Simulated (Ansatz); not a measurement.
# Changed inputs in constrained RPA: NaNiCl3 (cubic perovskite) (Pm-3m), part 2 of 2

Wanted: the sensitivity and cost of U and J for NaNiCl3 (cubic perovskite) (Pm-3m).

Ansatz 0.2.0; constrained RPA on PBEsol, plane waves, PAW.

So far. Step 4 (Changed: 6×6×6 mesh): On the Ni d shell, screening brings the on-site interaction from 18.2 eV down to U = 4.30 eV.

The structure was built from a prototype and need not be the compound's stable phase.

## Step 6: Changed: smooth pair densities

The input, input.yaml:

```yaml
crystal:
  lattice:
    - [0.0, -4.6208549, 0.0]
    - [0.0, 0.0, 4.6208549]
    - [-4.6208549, 0.0, 0.0]
  atoms:
    - { symbol: Na, position: [0.0, 0.0, 0.0] }
    - { symbol: Ni, position: [0.5, 0.5, 0.5] }
    - { symbol: Cl, position: [0.5, 0.5, 0.0] }
    - { symbol: Cl, position: [0.5, 0.0, 0.5] }
    - { symbol: Cl, position: [0.0, 0.5, 0.5] }
kpoints:
  mp_grid: { grid: [6, 6, 6] }
hamiltonian:
  xc: pbesol
scf:
  occupations: { method: gaussian, width: 0.08 }
  n_extra_bands: 19
  max_iter: 150
  lower_state_search: "off"
output:
  crpa:
    kmesh: [4, 4, 4]
    target_bands: [v4, c1]
    projections: [{ species: Ni, l: d, shell: 3 }]
    pair_densities: pseudo
```

On the command line:

```sh
$ ansatz run input.yaml --threads 4 --pin off --max-ram 9216MiB --backend cpu --events-out ev --progress --plain --runs-dir out
```

Numbers of over 12 decimals in the logs are rounded to 6 here.

The log of the run:

```text
[...]
Crystal: 5 atoms, lattice volume = 98.666 Å³
Basis set: ecut = 420 eV, 1935 PW (Γ)
Bands: 43, of which v1, the nominal top of the filled ones, is band 24 counted from 1 (23 counted from 0)
Symmetry: 48 space group operations
[...]
k-points: 20 of 216
[...]
screened, to within: U = 3.3e-3 eV, U' = 3.3e-3 eV, J = 1.4e-4 eV
      screened d-shell averages, to within: U_bar = 3.1e-3 eV, J_bar = 2.0e-4 eV
      screened, sum over states alone: U = 5.1239 eV, U' = 3.9491 eV, J = 0.5699 eV
      screened d-shell averages, sum over states alone: U_bar = F0 = 4.1841 eV, J_bar = 0.8048 eV
      bare: V = 18.4056 eV, V' = 17.1524 eV, J = 0.5887 eV
      bare d-shell averages: V_bar = F0 = 17.4030 eV, J_bar = 0.8394 eV
[...]
[key lines of the parts left out:]
SCF converged after 7 iterations
Free energy (F): -10468.067577 eV
Fermi energy:    5.200628 eV
```

The job ended after 68 s (4 threads of Intel Xeon 6975P-C (Granite Rapids), shared host; peak memory 0.69 GiB).

This step gave:

```
U                                                 : 4.435 eV
U prime (inter-orbital)                           : 3.402 eV
J                                                 : 0.5046 eV
bare V                                            : 18.41 eV
bare J                                            : 0.5887 eV
stated bound on U                                 : 0.003266 eV
U over bare V                                     : 0.2410
electrons in the window                           : 8.000
head of the constrained inverse dielectric matrix : 0.2995
least eigenvalue of the projection's overlap      : 0.5268
target functions                                  : 5
bands in the sums                                 : 50
width of the target bands                         : 3.195 eV
weight of the projected orbitals in the window    : 0.7684
```

On the Ni d shell, screening brings the on-site interaction from 18.4 eV down to U = 4.44 eV.

## Step 7: Changed: volume +6 %

The cell differs from the one that the last finished run ended in (a 4.621 → 4.711 Å, b 4.621 → 4.711 Å, c 4.621 → 4.711 Å).

input.yaml, the sections that differ from step 6:

```yaml
crystal:
  lattice:
    - [0.0, -4.7114829066, 0.0]
    - [0.0, 0.0, 4.7114829066]
    - [-4.7114829066, 0.0, 0.0]
  atoms:
    - { symbol: Na, position: [0.0, 0.0, 0.0] }
    - { symbol: Ni, position: [0.5, 0.5, 0.5] }
    - { symbol: Cl, position: [0.5, 0.5, 0.0] }
    - { symbol: Cl, position: [0.5, 0.0, 0.5] }
    - { symbol: Cl, position: [0.0, 0.5, 0.5] }
output:
  crpa:
    kmesh: [4, 4, 4]
    target_bands: [v4, c1]
    projections: [{ species: Ni, l: d, shell: 3 }]
  local_orbitals:
    kmesh: [8, 8, 8]
    orbitals: [{ species: Ni, l: d, shell: 3 }]
    window: { bands: [v4, c1] }
    seedname: lo
# kpoints, hamiltonian, scf: as in step 6
```

The log of the run:

```text
[...]
Crystal: 5 atoms, lattice volume = 104.586 Å³
Basis set: ecut = 420 eV, 2007 PW (Γ)
Bands: 43, of which v1, the nominal top of the filled ones, is band 24 counted from 1 (23 counted from 0)
Symmetry: 48 space group operations
[...]
k-points: 20 of 216
[...]
χ-basis size per q: N_G = 360..389
[...]
screened: U = 4.4234 eV, U' = 3.4420 eV, J = 0.4784 eV
      screened d-shell averages: U_bar = F0 = 3.6383 eV, J_bar = 0.6747 eV
      screened, to within: U = 4.9e-3 eV, U' = 4.9e-3 eV, J = 6.4e-4 eV
      screened d-shell averages, to within: U_bar = 3.9e-3 eV, J_bar = 9.1e-4 eV
      bare: V = 18.7105 eV, V' = 17.4324 eV, J = 0.6018 eV
      bare d-shell averages: V_bar = F0 = 17.6880 eV, J_bar = 0.8574 eV
[...]
[key lines of the parts left out:]
SCF converged after 7 iterations
Free energy (F): -10468.006090 eV
Fermi energy:    4.492380 eV
```

It took 73 s on 4 threads; peak memory 0.79 GiB; 4.5 min of CPU time.

Numbers from this step:

```
U                                                 : 4.423 eV
U prime (inter-orbital)                           : 3.442 eV
J                                                 : 0.4784 eV
bare V                                            : 18.71 eV
bare J                                            : 0.6018 eV
stated bound on U                                 : 0.004862 eV
U over bare V                                     : 0.2364
electrons in the window                           : 8.000
head of the constrained inverse dielectric matrix : 0.3026
least eigenvalue of the projection's overlap      : 0.5375
target functions                                  : 5
bands in the sums                                 : 50
r.m.s. miss of the model bands                    : 0.003785 eV
width of the target bands                         : 2.864 eV
weight of the projected orbitals in the window    : 0.7810
```

On the Ni d shell, screening brings the on-site interaction from 18.7 eV down to U = 4.42 eV.

## Step 8: Changed: volume -3 %

The cell differs from the one that the last finished run ended in (a 4.711 → 4.574 Å, b 4.711 → 4.574 Å, c 4.711 → 4.574 Å).

Changes to input.yaml since step 7:

```diff
@@ -2,5 +2,5 @@
   lattice:
-    - [0.0, -4.7114829066, 0.0]
-    - [0.0, 0.0, 4.7114829066]
-    - [-4.7114829066, 0.0, 0.0]
+    - [0.0, -4.5741764066, 0.0]
+    - [0.0, 0.0, 4.5741764066]
+    - [-4.5741764066, 0.0, 0.0]
   atoms:
```

The log of the run:

```text
[...]
Crystal: 5 atoms, lattice volume = 95.706 Å³
Basis set: ecut = 420 eV, 1863 PW (Γ)
Bands: 43, of which v1, the nominal top of the filled ones, is band 24 counted from 1 (23 counted from 0)
Symmetry: 48 space group operations
[...]
k-points: 20 of 216
[...]
χ-basis size per q: N_G = 336..360
[...]
screened: U = 4.3391 eV, U' = 3.3893 eV, J = 0.4612 eV
      screened d-shell averages: U_bar = F0 = 3.5792 eV, J_bar = 0.6511 eV
      screened, to within: U = 4.7e-3 eV, U' = 4.7e-3 eV, J = 6.2e-4 eV
      screened d-shell averages, to within: U_bar = 3.7e-3 eV, J_bar = 8.7e-4 eV
      bare: V = 18.2251 eV, V' = 16.9865 eV, J = 0.5810 eV
      bare d-shell averages: V_bar = F0 = 17.2342 eV, J_bar = 0.8288 eV
[...]
[key lines of the parts left out:]
SCF converged after 7 iterations
Free energy (F): -10468.056399 eV
Fermi energy:    5.586246 eV
```

The job ended after 73 s (4 threads; peak memory 0.76 GiB).

This step gave:

```yaml
u: 4.339 eV
u_prime_inter_orbital: 3.389 eV
j: 0.4612 eV
bare_v: 18.23 eV
bare_j: 0.5810 eV
stated_bound_on_u: 0.004619 eV
u_over_bare_v: 0.2381
electrons_in_the_window: 8.000
head_of_the_constrained_inverse_dielectric_matrix: 0.2969
least_eigenvalue_of_the_projection_s_overlap: 0.5208
target_functions: 5
bands_in_the_sums: 50
r_m_s_miss_of_the_model_bands: 0.005994 eV
width_of_the_target_bands: 3.382 eV
weight_of_the_projected_orbitals_in_the_window: 0.7608
```

On the Ni d shell, screening brings the on-site interaction from 18.2 eV down to U = 4.34 eV.

## Step 9: Side by side

Times are wall times on 4 threads of Intel Xeon 6975P-C (Granite Rapids), shared host, good to a factor of about two.

| run | bare V (eV) | U (eV) | J (eV) | bound on U (eV) | width (eV) | time |
| --- | --- | --- | --- | --- | --- | --- |
| target window | 18.41 | 4.374 | 0.468 | 0.0048 | 3.19 | 64 s |
| 2×2×2 mesh | 20.21 | 5.266 | 0.527 | 0.0127 | 3.19 | 9.6 s |
| 6×6×6 mesh | 18.16 | 4.301 | 0.460 | 0.0047 | 3.19 | 8.3 min |
| smooth pair densities | 18.41 | 4.435 | 0.505 | 0.0033 | 3.19 | 68 s |
| volume +6 % | 18.71 | 4.423 | 0.478 | 0.0049 | 2.86 | 73 s |
| volume -3 % | 18.23 | 4.339 | 0.461 | 0.0046 | 3.38 | 73 s |

## Step 10: Results

* target window: U 4.37 eV, J 0.47 eV
* 2×2×2 mesh: U 5.27 eV, J 0.53 eV
* 6×6×6 mesh: U 4.30 eV, J 0.46 eV
* smooth pair densities: U 4.44 eV, J 0.50 eV
* volume +6 %: U 4.42 eV, J 0.48 eV
* volume -3 %: U 4.34 eV, J 0.46 eV

2×2×2 mesh moves U by +0.89 eV at 0.15 times the time. 6×6×6 mesh moves U by −0.07 eV at 7.8 times the time. Smooth pair densities moves U by +0.06 eV. Volume +6 % moves U by +0.05 eV. Volume -3 % moves U by −0.03 eV. The printed bound covers the solver alone, not the mesh. The parent state is non-magnetic and the interaction static (zero frequency); U depends on the window and the orbitals, so it belongs to this model alone.

[Paths, hosts, dates, memory and timing lines, banners, echoed tables and standing remarks are left out of the program output.]

[Logs are printed without paths, hosts, clocks, repeated set-up lines and the standing remarks that a program may print on its own settings, such as how far it seeks lower states.]

[Runs of the session that timed out or met a known fault of the program may be left out.]

[Hosts, paths, dates, database ids (printed as entryN), source tags and the programs' standing remarks are cut or masked in the printed files.]
